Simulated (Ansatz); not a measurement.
# What (KF)3(LiCl)1 [001] superlattice, started as rocksalt type distorts into, part 2 of 4

Wanted: the energy along a soft mode of (KF)3(LiCl)1 [001] superlattice, started as rocksalt type and the structure at the end.

Ansatz 0.2.0; DFT PBEsol, scalar-relativistic, plane waves, PAW.

So far. Step 2 (Zone-centre response): Before it was imposed, the acoustic sum rule was missed by 2.4e-4 eV/Å² and the charge sum rule by 3.5e-5 e. Small misses are needed for a sound result but don't prove that mesh and cutoff are converged. The lowest optical mode is imaginary, 172.4i cm⁻¹, so the energy falls along it. Step 3 (The mode frozen in, largest atomic shift 0 Å): At this level the gap is 5.72 eV on the k-mesh of the self-consistent run, which can miss the band edges.

The structure was built from a prototype and need not be the compound's stable phase.

## (4) The mode frozen in, largest atomic shift 0.6 Å

The atoms are moved along the unstable eigenvector, the largest shift by 0.6 Å, with the cell fixed.

File input.yaml:

```yaml
crystal:
  lattice:
    - [2.5943761056, 2.5943761056, 0.0]
    - [-2.5943761056, 2.5943761056, 0.0]
    - [0.0, 0.0, 11.2332288308]
  atoms:
    - { symbol: Cl, position: [0.0, 0.0, 0.7452247837] }
    - { symbol: F, position: [0.5, 0.5, 0.0238242413] }
    - { symbol: F, position: [0.0, 0.0, 0.2556536561] }
    - { symbol: F, position: [0.5, 0.5, 0.5120699527] }
    - { symbol: K, position: [0.0, 0.0, 0.0134113579] }
    - { symbol: K, position: [0.5, 0.5, 0.2470216177] }
    - { symbol: K, position: [0.0, 0.0, 0.4831888583] }
    - { symbol: Li, position: [0.5, 0.5, 0.6965870402] }
kpoints:
  mp_grid: { grid: [8, 8, 2] }
hamiltonian:
  xc: pbesol
scf:
  occupations: { method: gaussian, width: 0.02 }
output:
  forces: true
  stress: true
  eigenvalues: true
```

The run is started by

```console
$ ansatz run input.yaml --threads 4 --pin off --max-ram 14336MiB --backend cpu --events-out ev --progress --plain --runs-dir out
```

Numbers of over 12 decimals in the logs are rounded to 6 here.

The program printed:

```text
[...]
Crystal: 8 atoms, lattice volume = 151.217 Å³
Basis set: ecut = 420 eV, 2941 PW (Γ), exchange–correlation on 50×50×160 points (8 copies of the dense FFT grid, shifted against one another)
Bands: 37, of which v1, the nominal top of the filled ones, is band 29 counted from 1 (28 counted from 0)
Symmetry: 8 space group operations
[...]
k-points: 30 of 128
[...]
k-point 0: bands = [... 25 lower, 1.4535, 1.4570, 1.6679, 1.6679, 7.1127, 8.4602, 9.1671, 9.1856, ... 3 higher]
  k-point 1: bands = [... 25 lower, 1.4536, 1.4536, 1.6675, 1.6675, 7.4482, 7.8327, 9.2124, 9.8013, ... 3 higher]
  k-point 2: bands = [... 25 lower, 1.4621, 1.4875, 1.5571, 1.6116, 7.4200, 8.6718, 9.3368, 9.4275, ... 3 higher]
  k-point 29: bands = [... 25 lower, 1.2559, 1.4678, 1.5680, 1.5680, 9.2381, 9.3033, 9.3033, 9.9588, ... 3 higher]
[key lines of the parts left out:]
SCF converged after 8 iterations
Free energy (F): -8224.577858 eV
Fermi energy:    4.416711 eV
P = ⅓ Tr σ = 0.2357 GPa (2.357 kbar)
```

Run time: 3 s. Hardware: 4 threads of Intel Xeon Platinum 8375C at 2.90GHz (Ice Lake), shared host; peak memory 0.53 GiB; 11 s of CPU time.

This step gave:

```yaml
pressure: 0.2357 GPa
gap_on_the_k_mesh: 5.392 eV
energy_from_the_undistorted_cell: -23.62 meV/atom
```

The energy, extrapolated to zero smearing, is -23.62 meV/atom against the undistorted cell.

The run ends at a pressure of 0.24 GPa, with forces up to 0.36 eV/Å.

## (5) Energy along the mode, all amplitudes (two of the runs are shown above)

An imaginary frequency means negative curvature, so the energy should fall and then rise again as anharmonic terms take over.

This step gave:

```yaml
depth_at_the_lowest_point_sampled: 23.62 meV/atom
largest_atomic_shift_at_that_point: 0.6 Å
```

Table of energy from the parent by largest atomic shift:

| largest atomic shift (Å) | energy from the parent (meV/atom) |
| --- | --- |
| 0.000 | 0 |
| 0.040 | -0.13 |
| 0.080 | -0.52 |
| 0.140 | -1.58 |
| 0.220 | -3.87 |
| 0.320 | -8.01 |
| 0.450 | -15.0 |
| 0.600 | -23.6 |

Displacement at unit largest shift by atom:

| atom | x (Å) | y (Å) | z (Å) | size |
| --- | --- | --- | --- | --- |
| Cl1 | 0.00 | 0.00 | -0.09 | 0.09 |
| F2 | 0.00 | 0.00 | 0.34 | 0.34 |
| F3 | 0.00 | 0.00 | 0.11 | 0.11 |
| F4 | 0.00 | 0.00 | 0.34 | 0.34 |
| K5 | 0.00 | 0.00 | -0.03 | 0.03 |
| K6 | 0.00 | 0.00 | -0.06 | 0.06 |
| K7 | 0.00 | 0.00 | -0.03 | 0.03 |
| Li8 | 0.00 | 0.00 | -1.00 | 1.00 |

The lowest of the steps tried is the last one, at 0.6 Å, 23.6 meV/atom below the parent; the bottom of the well need not coincide with a step.

## (6) Relaxing from the distorted cell

Starting from the lowest point found, all atoms and the cell are let go, so that strain and other modes of the same symmetry can join in.

Edit input.yaml of step 4 so:

```diff
@@ -19,3 +19,3 @@
 scf:
-  occupations: { method: gaussian, width: 0.02 }
+  occupations: { method: fixed }
 output:
@@ -24 +24,10 @@
   eigenvalues: true
+  write_density: true
+  write_potential: true
+  elf: true
+  volumetric_format: npy
+relax:
+  adjacent_minimum: "off"
+  f_tol: 0.002
+  max_steps: 120
+  cell: { stress_tol: 0.03 }
```

The program printed:

```text
[...]
Crystal: 8 atoms, lattice volume = 151.217 Å³
Basis set: ecut = 420 eV, 2941 PW (Γ), exchange–correlation on 50×50×160 points (8 copies of the dense FFT grid, shifted against one another)
Bands: 37, of which v1, the nominal top of the filled ones, is band 29 counted from 1 (28 counted from 0)
Symmetry: 8 space group operations
[...]
k-points: 30 of 128
[...]
SCF iter   1: F=—  HF=-8224.610009 eV  |F-HF|=—  |Δ(HF+E_count)|=         —  Δρ=9.68e-3  dr2=1.08e-1  ethr=1.77e-3  ⟨swp⟩=4.9  Hψ=4334  notcnv=0  defer=169
[...]
SCF iter   8: F=-8224.577858 eV  HF=-8224.577858 eV  |F-HF|=3.23e-8  |Δ(HF+E_count)|=   2.32e-7  Δρ=3.47e-6  dr2=2.47e-8  ethr=1.72e-10  ⟨swp⟩=15.7  Hψ=8836  notcnv=0
SCF 1 converged in 8 iterations: F = -8224.577858 eV  dr2 = 2.47e-8
[...]
relax step   1: F+E_penalty+E_count = -8224.57785821 eV  Δ(F+E_penalty+E_count) = +0.000e0 eV  max|allowed force component| = 3.565e-1 eV/Å  Δτ_max = 0.0000 Å  P = +0.236 GPa  Ω = 151.217 Å³  (8 SCF iters, dr2 threshold 1.00e-7 eV, accepted)
Crystal: 8 atoms, lattice volume = 155.304 Å³
Basis set: ecut = 420 eV, 3055 PW (Γ), exchange–correlation on 50×50×160 points (8 copies of the dense FFT grid, shifted against one another)
[...]
iter 1 solved again at ethr=4.33e-4 eV; its pass at ethr=3.10e-3 eV (dr2=2.51e-1 eV) is discarded
[...]
SCF iter   8: F=-8224.591119 eV  HF=-8224.591119 eV  |F-HF|=1.38e-8  |Δ(HF+E_count)|=   4.12e-7  Δρ=6.82e-6  dr2=6.56e-8  ethr=1.38e-9  ⟨swp⟩=7.0  Hψ=7339  notcnv=0
SCF 2 converged in 8 iterations: F = -8224.591119 eV  dr2 = 6.56e-8
relax step   2: F+E_penalty+E_count = -8224.59111897 eV  Δ(F+E_penalty+E_count) = -1.326e-2 eV  max|allowed force component| = 5.102e-1 eV/Å  Δτ_max = 0.1944 Å  P = -0.174 GPa  Ω = 155.304 Å³  energy of the carried Pulay correction = -6.441e-3 eV  (8 SCF iters, dr2 threshold 8.00e-7 eV, accepted)
Crystal: 8 atoms, lattice volume = 154.482 Å³
Basis set: ecut = 420 eV, 3031 PW (Γ), exchange–correlation on 50×50×160 points (8 copies of the dense FFT grid, shifted against one another)
[...]
SCF iter   6: F=-8224.652597 eV  HF=-8224.652597 eV  |F-HF|=3.12e-7  |Δ(HF+E_count)|=   2.72e-6  Δρ=1.61e-5  dr2=5.07e-7  ethr=1.38e-9  ⟨swp⟩=13.4  Hψ=9815  notcnv=0
SCF 3 converged in 6 iterations: F = -8224.652597 eV  dr2 = 5.07e-7
[...]
relax step   3: F+E_penalty+E_count = -8224.65259712 eV  Δ(F+E_penalty+E_count) = -6.148e-2 eV  max|allowed force component| = 1.919e-1 eV/Å  Δτ_max = 0.0708 Å  P = +0.021 GPa  Ω = 154.482 Å³  energy of the carried Pulay correction = -5.160e-3 eV  (6 SCF iters, dr2 threshold 8.00e-7 eV, accepted)
[... from here on, the SCF cycles and remarks between the steps are left out ...]
relax step   4: F+E_penalty+E_count = -8224.66906865 eV  Δ(F+E_penalty+E_count) = -1.647e-2 eV  max|allowed force component| = 2.322e-1 eV/Å  Δτ_max = 0.0751 Å  P = +0.221 GPa  Ω = 155.086 Å³  energy of the carried Pulay correction = -6.102e-3 eV  (7 SCF iters, dr2 threshold 8.00e-7 eV, accepted)
relax step   5: F+E_penalty+E_count = -8224.66827055 eV  Δ(F+E_penalty+E_count) = +7.981e-4 eV  max|allowed force component| = 2.430e-1 eV/Å  Δτ_max = 0.1303 Å  P = +0.113 GPa  Ω = 156.494 Å³  energy of the carried Pulay correction = -8.284e-3 eV  (7 SCF iters, dr2 threshold 8.00e-7 eV, accepted)
relax step   6: F+E_penalty+E_count = -8224.68172167 eV  Δ(F+E_penalty+E_count) = -1.345e-2 eV  max|allowed force component| = 4.506e-2 eV/Å  Δτ_max = 0.0668 Å  P = -0.031 GPa  Ω = 156.478 Å³  energy of the carried Pulay correction = -8.260e-3 eV  (6 SCF iters, dr2 threshold 8.00e-7 eV, accepted)
relax step   7: F+E_penalty+E_count = -8224.68270513 eV  Δ(F+E_penalty+E_count) = -9.835e-4 eV  max|allowed force component| = 1.725e-2 eV/Å  Δτ_max = 0.0115 Å  P = -0.014 GPa  Ω = 156.643 Å³  energy of the carried Pulay correction = -8.515e-3 eV  (6 SCF iters, dr2 threshold 1.27e-7 eV, accepted)
relax step   8: F+E_penalty+E_count = -8224.68307041 eV  Δ(F+E_penalty+E_count) = -3.653e-4 eV  max|allowed force component| = 6.453e-3 eV/Å  Δτ_max = 0.0166 Å  P = -0.002 GPa  Ω = 156.681 Å³  energy of the carried Pulay correction = -8.572e-3 eV  (7 SCF iters, dr2 threshold 3.20e-8 eV, accepted)
relax step   9: F+E_penalty+E_count = -8224.68257929 eV  Δ(F+E_penalty+E_count) = +4.911e-4 eV  max|allowed force component| = 3.042e-2 eV/Å  Δτ_max = 0.0055 Å  P = -0.042 GPa  Ω = 156.846 Å³  energy of the carried Pulay correction = -8.827e-3 eV  (8 SCF iters, dr2 threshold 2.60e-9 eV, rejected (line search))
relax step  10: F+E_penalty+E_count = -8224.68311515 eV  Δ(F+E_penalty+E_count) = -4.474e-5 eV  max|allowed force component| = 1.025e-3 eV/Å  Δτ_max = 0.0013 Å  P = +0.001 GPa  Ω = 156.663 Å³  energy of the carried Pulay correction = -8.545e-3 eV  (10 SCF iters, accepted)
relax step  11: F+E_penalty+E_count = -8224.70470005 eV  Δ(F+E_penalty+E_count) = -2.158e-2 eV  max|allowed force component| = 1.008e-3 eV/Å  Δτ_max = 0.0000 Å  P = +0.228 GPa  Ω = 156.663 Å³  stress off target by 5.58e-1 GPa  SCF on the basis re-selected at this cell (its energy is not comparable with the rows above)  (8 SCF iters)
relax step  12: F+E_penalty+E_count = -8224.70778670 eV  Δ(F+E_penalty+E_count) = -3.087e-3 eV  max|allowed force component| = 1.799e-2 eV/Å  Δτ_max = 0.0408 Å  P = +0.068 GPa  Ω = 158.296 Å³  energy of the carried Pulay correction = -2.625e-3 eV  (6 SCF iters, dr2 threshold 7.79e-7 eV, accepted)
relax step  13: F+E_penalty+E_count = -8224.70715565 eV  Δ(F+E_penalty+E_count) = +6.310e-4 eV  max|allowed force component| = 7.348e-3 eV/Å  Δτ_max = 0.0183 Å  P = +0.000 GPa  Ω = 158.935 Å³  energy of the carried Pulay correction = -3.718e-3 eV  (8 SCF iters, dr2 threshold 3.89e-8 eV, accepted)
relax step  14: F+E_penalty+E_count = -8224.70726242 eV  Δ(F+E_penalty+E_count) = -1.068e-4 eV  max|allowed force component| = 8.206e-3 eV/Å  Δτ_max = 0.0031 Å  P = +0.001 GPa  Ω = 158.880 Å³  energy of the carried Pulay correction = -3.623e-3 eV  (6 SCF iters, dr2 threshold 3.37e-9 eV, accepted)
relax step  15: F+E_penalty+E_count = -8224.70720060 eV  Δ(F+E_penalty+E_count) = +6.181e-5 eV  max|allowed force component| = 5.805e-3 eV/Å  Δτ_max = 0.0021 Å  P = -0.005 GPa  Ω = 158.917 Å³  energy of the carried Pulay correction = -3.687e-3 eV  (6 SCF iters, dr2 threshold 4.21e-9 eV, accepted)
relax step  16: F+E_penalty+E_count = -8224.70723518 eV  Δ(F+E_penalty+E_count) = -3.457e-5 eV  max|allowed force component| = 1.237e-3 eV/Å  Δτ_max = 0.0015 Å  P = -0.002 GPa  Ω = 158.902 Å³  energy of the carried Pulay correction = -3.660e-3 eV  (6 SCF iters, dr2 threshold 2.11e-9 eV, accepted)
relax step  17: F+E_penalty+E_count = -8224.71198553 eV  Δ(F+E_penalty+E_count) = -4.750e-3 eV  max|allowed force component| = 1.237e-3 eV/Å  Δτ_max = 0.0000 Å  P = +0.021 GPa  Ω = 158.902 Å³  stress off target by 1.07e-1 GPa  SCF on the basis re-selected at this cell (its energy is not comparable with the rows above)  (7 SCF iters)
relax step  18: F+E_penalty+E_count = -8224.71183024 eV  Δ(F+E_penalty+E_count) = +1.553e-4 eV  max|allowed force component| = 2.730e-3 eV/Å  Δτ_max = 0.0081 Å  P = +0.001 GPa  Ω = 159.181 Å³  energy of the carried Pulay correction = -4.253e-4 eV  (7 SCF iters, dr2 threshold 2.88e-8 eV, accepted)
relax step  19: F+E_penalty+E_count = -8224.71173200 eV  Δ(F+E_penalty+E_count) = +9.825e-5 eV  max|allowed force component| = 1.803e-3 eV/Å  Δτ_max = 0.0034 Å  P = -0.004 GPa  Ω = 159.260 Å³  energy of the carried Pulay correction = -5.459e-4 eV  (8 SCF iters, dr2 threshold 4.66e-10 eV, accepted)
[...]
SCF iter   6: F=-8224.712309 eV  HF=-8224.712309 eV  |F-HF|=9.09e-12  |Δ(HF+E_count)|=  2.73e-11  Δρ=1.04e-7  dr2=9.50e-12  ethr=1.00e-12  ⟨swp⟩=5.0  Hψ=4194  notcnv=0
SCF 20 converged in 6 iterations: F = -8224.712309 eV  dr2 = 9.50e-12
relax step  20: F+E_penalty+E_count = -8224.71230865 eV  Δ(F+E_penalty+E_count) = -5.767e-4 eV  max|allowed force component| = 1.801e-3 eV/Å  Δτ_max = 0.0000 Å  P = -0.002 GPa  Ω = 159.260 Å³  stress off target by 1.77e-2 GPa  SCF on the basis re-selected at this cell (its energy is not comparable with the rows above)  (6 SCF iters)
[...]
SCF converged after 6 iterations
Free energy (F): -8224.712309 eV
[...]
Internal energy: -8224.712309 eV  (E = F + TS)
E sigma→0 (E₀):  -8224.712309 eV
Fermi energy:    1.596174 eV
[...]
--- Forces (eV/Å), atoms counted from 1 ---
  atom   1  Cl     0.00000000    -0.00000000     0.00043545
  atom   2  F     -0.00000000     0.00000000    -0.00020839
  atom   3  F     -0.00000000     0.00000000    -0.00031028
  atom   4  F     -0.00000000    -0.00000000    -0.00180148
  atom   5  K     -0.00000000     0.00000000    -0.00046110
  atom   6  K      0.00000000     0.00000000     0.00043218
  atom   7  K      0.00000000    -0.00000000     0.00080191
  atom   8  Li     0.00000000    -0.00000000     0.00110936
  max |Σ_I F_I| component: 2.34e-6 eV/Å
--- Stress (GPa, compression-positive) ---
       -0.011695       0.000000       0.000000
        0.000000      -0.011695      -0.000000
        0.000000       0.000000       0.017662
  P = ⅓ Tr σ = -0.0019 GPa (-0.019 kbar)
--- Band table (eV; the first three rows and the last of 30) ---
  k-point 0: bands = [... 25 lower, 0.8029, 0.8029, 1.3316, 1.3316, 6.5834, 7.7726, 8.3268, 9.2773, ... 4 higher]
  k-point 1: bands = [... 25 lower, 0.8030, 0.8030, 1.3316, 1.3316, 6.9444, 7.1065, 8.8371, 9.3199, ... 4 higher]
  k-point 2: bands = [... 25 lower, 0.7160, 0.7590, 1.0227, 1.3662, 6.8850, 7.9683, 8.5461, 9.5078, ... 4 higher]
  k-point 29: bands = [... 25 lower, 0.5931, 0.6004, 0.6004, 1.0045, 8.7739, 9.5519, 9.5519, 9.6845, ... 4 higher]
--- Relaxed structure (17 steps of the walk, 16 accepted, 3 SCFs on fresh bases) ---
  F+E_penalty+E_count = -8224.71230865 eV   max|allowed force component| = 1.801e-3 eV/Å   (the final SCF, on the basis selected at the relaxed cell)
  cell:  # Å, volume = 159.2596 Å³
    - [2.547579, 2.547579, 0]
    - [-2.547579, 2.547579, 0]
    - [0, 0, 12.269315]
  atoms:
    - { symbol: Cl, position: [0, 0, 0.735048] }
    - { symbol: F, position: [0.500000, 0.500000, 0.032335] }
    - { symbol: F, position: [0, 0, 0.278837] }
    - { symbol: F, position: [0.500000, 0.500000, 0.534332] }
    - { symbol: K, position: [0, 0, -0.012765] }
    - { symbol: K, position: [0.500000, 0.500000, 0.238374] }
    - { symbol: K, position: [0, 0, 0.487900] }
    - { symbol: Li, position: [0.500000, 0.500000, 0.682919] }
```

Elapsed: 83 s, on 4 threads; peak memory 0.6 GiB.

The steps of the relaxation:

| step | energy less that of the first step (eV) | largest force component (eV/Å) | pressure (GPa) | volume (Å³) |
| --- | --- | --- | --- | --- |
| 1 | 0.0000 | 0.3565 | 0.24 | 151.22 |
| 2 | -0.0133 | 0.5102 | -0.17 | 155.30 |
| 3 | -0.0747 | 0.1919 | 0.02 | 154.48 |
| 4 | -0.0912 | 0.2322 | 0.22 | 155.09 |
| 5 | -0.0904 | 0.2430 | 0.11 | 156.49 |
| 6 | -0.1039 | 0.0451 | -0.03 | 156.48 |
| 7 | -0.1048 | 0.0172 | -0.01 | 156.64 |
| 8 | -0.1052 | 0.0065 | 0.00 | 156.68 |
| 9 | -0.1047 | 0.0304 | -0.04 | 156.85 |
| 10 | -0.1053 | 0.0010 | 0.00 | 156.66 |
| 11* | -0.1268 | 0.0010 | 0.23 | 156.66 |
| 12 | -0.1299 | 0.0180 | 0.07 | 158.30 |
| 13 | -0.1293 | 0.0073 | 0.00 | 158.93 |
| 14 | -0.1294 | 0.0082 | 0.00 | 158.88 |
| 15 | -0.1293 | 0.0058 | 0.00 | 158.92 |
| 16 | -0.1294 | 0.0012 | 0.00 | 158.90 |
| 17* | -0.1341 | 0.0012 | 0.02 | 158.90 |
| 18 | -0.1340 | 0.0027 | 0.00 | 159.18 |
| 19 | -0.1339 | 0.0018 | 0.00 | 159.26 |
| 20* | -0.1345 | 0.0018 | 0.00 | 159.26 |

Relaxation steps marked * repeat the geometry before them on a plane-wave basis chosen anew for their cell, so energy and pressure can jump there. Relaxation step 9 was tried and not accepted.

Forces are held to the 8 operations that the run works with; a distortion that breaks them can't arise in this run.

| conventional cell, symmetrised | before | after | change |
| --- | --- | --- | --- |
| a (Å) | 3.669 | 3.603 | -1.8 % |
| b (Å) | 3.669 | 3.603 | -1.8 % |
| c (Å) | 11.233 | 12.269 | +9.2 % |
| volume (Å³/atom) | 18.90 | 19.91 | +5.3 % |

The atoms that moved most (Å, as changes of fractional coordinates times the final cell):

| atom | dx | dy | dz | length |
| --- | --- | --- | --- | --- |
| K5 | 0.000 | 0.000 | -0.321 | 0.321 |
| F3 | 0.000 | 0.000 | 0.284 | 0.284 |
| F4 | 0.000 | 0.000 | 0.273 | 0.273 |
| Li8 | 0.000 | 0.000 | -0.168 | 0.168 |
| Cl1 | 0.000 | 0.000 | -0.125 | 0.125 |
| K6 | 0.000 | 0.000 | -0.106 | 0.106 |
| F2 | 0.000 | 0.000 | 0.104 | 0.104 |
| K7 | 0.000 | 0.000 | 0.058 | 0.058 |

Final coordinates:

```cif
data_structure
_symmetry_space_group_name_H-M 'P 1'
_symmetry_Int_Tables_number 1
_cell_length_a 3.6028
_cell_length_b 3.6028
_cell_length_c 12.2693
_cell_angle_alpha 90.000
_cell_angle_beta 90.000
_cell_angle_gamma 90.000
_cell_volume 159.26
loop_
_atom_site_label
_atom_site_type_symbol
_atom_site_fract_x
_atom_site_fract_y
_atom_site_fract_z
_atom_site_occupancy
Cl1 Cl 0.00000 0.00000 0.73505 1
F2 F 0.50000 0.50000 0.03234 1
F3 F 0.00000 0.00000 0.27884 1
F4 F 0.50000 0.50000 0.53433 1
K5 K 0.00000 0.00000 0.98724 1
K6 K 0.50000 0.50000 0.23837 1
K7 K 0.00000 0.00000 0.48790 1
Li8 Li 0.50000 0.50000 0.68292 1
```

This step gave:

| Quantity | Value |
| --- | --- |
| pressure | -0.001909 GPa |
| gap on the k-mesh | 4.987 eV |
| volume per atom | 19.91 Å³ |

Valence density in the ac plane at fractional y = 0.000, with atoms of Cl and F and K within 0.2 Å of it. It is the smooth field of the valence electrons, not physical close to the nuclei.

Ten steps, logarithmic in the rise over the least value, from '0' (0 e/Å³) to '9' (10 e/Å³), each cell a mean:
```
87752100013577
65431000001356
22100000000112
22110000000112
54421100012344
56543110123565
45653210123565
55432100012455
32211000001122
11100000000011
55421000001345
77642100013577
87752100013577
65431000001356
22110000000112
44310000001234
98632000012478
99642100012579
65421000001245
11100000000011
00000000000000
11000000000001
55421000001345
77642100013577
```
Columns run along a (3.6 Å), rows up along c (12.3 Å). Atoms in or near the plane, at fractional coordinates: Cl at (0.00, 0.74), F at (0.00, 0.28), K at (0.00, 0.99), K at (0.00, 0.49).

Electrostatic potential energy in the ac plane at fractional y = 0.000, with atoms of Cl and F and K within 0.2 Å of it. With pseudopotentials it is smooth inside the atoms' cores, unlike the true potential.

Ten even steps from '_' (-43 eV) to '@' (8 eV), each cell a mean:
```
____::**%%@@@@@@@@@@%%==..__
====**%%@@@@@@@@@@@@%%##**==
%%@@@@@@@@@@@@@@@@@@@@@@@@%%
@@@@@@@@@@@@@@@@@@@@@@@@@@@@
**##%%@@@@@@@@@@@@@@@@@@%%**
____::##@@@@@@@@@@@@@@**::__
____..**@@@@@@@@@@@@%%++..__
--==**%%@@@@@@@@@@@@@@%%**==
@@@@@@@@@@@@@@@@@@@@@@@@@@@@
@@@@@@@@@@@@@@@@@@@@@@@@@@@@
++**##%%@@@@@@@@@@@@@@%%##++
____--**%%@@@@@@@@@@%%++::__
____::**%%@@@@@@@@@@%%==..__
==++**%%@@@@@@@@@@@@%%##**==
@@@@@@@@@@@@@@@@@@@@@@@@@@@@
%%@@@@@@@@@@@@@@@@@@@@@@@@%%
..::**@@@@@@@@@@@@@@@@@@++::
__..++@@@@@@@@@@@@@@@@%%==..
##%%@@@@@@@@@@@@@@@@@@@@@@##
@@@@@@@@@@@@@@@@@@@@@@@@@@@@
@@@@@@@@@@@@@@@@@@@@@@@@@@@@
@@@@@@@@@@@@@@@@@@@@@@@@@@@@
++**##%%@@@@@@@@@@@@@@%%##**
____--**%%@@@@@@@@@@%%++::__
```
Columns run along a (3.6 Å; values clipped at the 3rd and 97th percentile), rows up along c (12.3 Å). Atoms in or near the plane, at fractional coordinates: Cl at (0.00, 0.74), F at (0.00, 0.28), K at (0.00, 0.99), K at (0.00, 0.49).

(Part 2 of 4 ends here.)

[Logs are printed without paths, hosts, clocks, repeated set-up lines and the standing remarks that a program may print on its own settings, such as how far it seeks lower states.]

[Hosts, paths, dates, database ids (printed as entryN), source tags and the programs' standing remarks are cut or masked in the printed files.]
